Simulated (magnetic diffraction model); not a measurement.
**Magnetic neutron pattern of PrBiAu2Br12**

Space group P-1 (no. 2), a = 7.3920 Å, b = 10.5520 Å, c = 14.6510 Å, α = 104.71°, β = 95.38°, γ = 109.46°.

```csv
site,atom,x,y,z
2i,Bi,0.3882,0.0776,0.3789
1h,Au,1/2,1/2,1/2
1a,Au,0,0,0
2i,Au,0.7019,0.3742,0.2371
2i,Pr,0.0340,0.6824,0.1278
2i,Br,0.2670,0.5624,0.0229
2i,Br,0.2833,0.6246,0.4967
2i,Br,0.2439,0.9476,0.5118
2i,Br,0.2596,0.2003,0.9709
2i,Br,0.7533,0.1592,0.2533
2i,Br,0.2294,0.2921,0.4920
2i,Br,0.3668,0.2669,0.2434
2i,Br,0.2421,0.9025,0.0364
2i,Br,0.0144,0.9531,0.2764
2i,Br,0.6643,0.5832,0.2243
2i,Br,0.0395,0.4716,0.2190
2i,Br,0.4066,0.8212,0.2584
```

The compound is invented for this exercise: a known structure type with other elements, its cell scaled to their sizes and not relaxed.

Only Pr is taken to order (form factors of Pr3+); orders and moment sizes are assumed, and not adapted to the symmetry. Radiation: neutrons of λ = 2.36 Å, 3° to 30°; isotropic B of 0.22 Å² (Bi), 0.3 Å² (Au), 0.24 Å² (Pr) and 0.36 Å² (Br). The intensities are simulated: I ∝ L Σ (|F_N|² + |F_M⊥|²) for unpolarised neutrons, with F_M = 2.695 fm/μB × Σ f(s) S exp(2πi Q·r) exp(−B s²) at Q = H ± k (one set where k and −k are equivalent), only the part normal to Q counting and L = 1/(sin²θ cos θ). For collinear order S is the moment m, which repeats by lattice and centring translations R with the sign exp(−2πi k·R). Form factors are spin-only for 3d ions and dipole or tabulated for f ions, scattering lengths are Sears's of 1992, and absorption is left out. A label names one of the reflections at its angle. The strongest nuclear line in the range is 100, and lines under 0.2 are left out.

Assume the order k = (0 1/2 1/2), collinear moments along [001], 1 μB on Pr; signs + at (0.0340, 0.6824, 0.1278), − at (0.9660, 0.3176, 0.8722).

Q: Where does magnetic intensity appear, and how strong is it?

| 2θ (°) | index | nuclear | magnetic |
| --- | --- | --- | --- |
| 7.32 | (0 1/2 -1/2) | 0.0 | 14.3 |
| 9.74 | (0 0 1) | 5.2 | 0.0 |
| 9.79 | (0 1/2 1/2) | 0.0 | 3.3 |
| 14.30 | (0 1 0) | 1.5 | 0.0 |
| 14.66 | (0 1 -1) | 11.2 | 0.0 |
| 18.65 | (-1 1/2 1/2) | 0.0 | 1.8 |
| 19.53 | (1 -1/2 1/2) | 0.0 | 3.2 |
| 19.65 | (0 1 1) | 23.9 | 0.0 |
| 19.88 | (1 0 0) | 14.5 | 0.0 |
| 20.37 | (1 0 -1) | 58.3 | 0.0 |
| 20.44 | (0 1 -2) | 14.2 | 0.0 |
| 21.84 | (1 -1 1) | 77.6 | 0.0 |
| 22.07 | (0 3/2 -3/2) | 0.0 | 1.2 |
| 22.26 | (-1 1 1) | 67.5 | 0.0 |
| 22.77 | (1 1/2 -1/2) | 0.0 | 2.0 |
| 23.26 | (1 -3/2 1/2) | 0.0 | 0.5 |
| 23.50 | (0 3/2 1/2) | 0.0 | 0.6 |
| 23.86 | (1 0 1) | 100.0 | 0.0 |
| 24.34 | (1 1/2 -3/2) | 0.0 | 1.2 |
| 24.36 | (-1 3/2 1/2) | 0.0 | 0.2 |
| 24.69 | (1 -1/2 3/2) | 0.0 | 0.6 |
| 25.09 | (1 0 -2) | 2.2 | 0.0 |
| 25.29 | (1 1/2 1/2) | 0.0 | 0.3 |
| 26.14 | (1 -3/2 3/2) | 0.0 | 1.2 |
| 27.34 | (0 3/2 -5/2) | 0.0 | 0.4 |
| 27.45 | (1 1 -1) | 10.8 | 0.0 |
| 27.46 | (0 2 -1) | 6.1 | 0.0 |
| 27.58 | (1 -1 2) | 52.4 | 0.0 |
| 27.62 | (0 1/2 5/2) | 0.0 | 0.3 |
| 27.67 | (0 1 2) | 80.1 | 0.0 |
| 28.26 | (-1 1 2) | 27.5 | 0.0 |
| 28.34 | (1 -2 0) | 17.6 | 0.0 |
| 28.36 | (1 -2 1) | 17.2 | 0.0 |
| 28.63 | (0 1 -3) | 37.9 | 0.0 |
| 28.65 | (1 1 0) | 20.9 | 0.0 |
| 28.83 | (0 2 0) | 33.6 | 0.0 |
| 29.04 | (-1 3/2 3/2) | 0.0 | 1.0 |
| 29.42 | (-1 1/2 5/2) | 0.0 | 0.3 |
| 29.52 | (0 0 3) | 6.8 | 0.0 |
| 29.57 | (0 2 -2) | 1.2 | 0.0 |
| 29.67 | (0 3/2 3/2) | 0.0 | 1.1 |
| 29.72 | (1 1 -2) | 1.5 | 0.0 |

The strongest magnetic line in the range is (0 1/2 -1/2) at 7.32° (14.3). On top of the Lorentz factor, which all lines share, magnetic lines fade with angle because f falls: for Pr3+ it is 0.97, 0.88, 0.76 and 0.50 at sin θ/λ = 0.1, 0.2, 0.3 and 0.5 Å⁻¹, while nuclear lengths stay constant. The order has no net moment.

[Logs are printed without paths, hosts, clocks, repeated set-up lines and the standing remarks that a program may print on its own settings, such as how far it seeks lower states.]
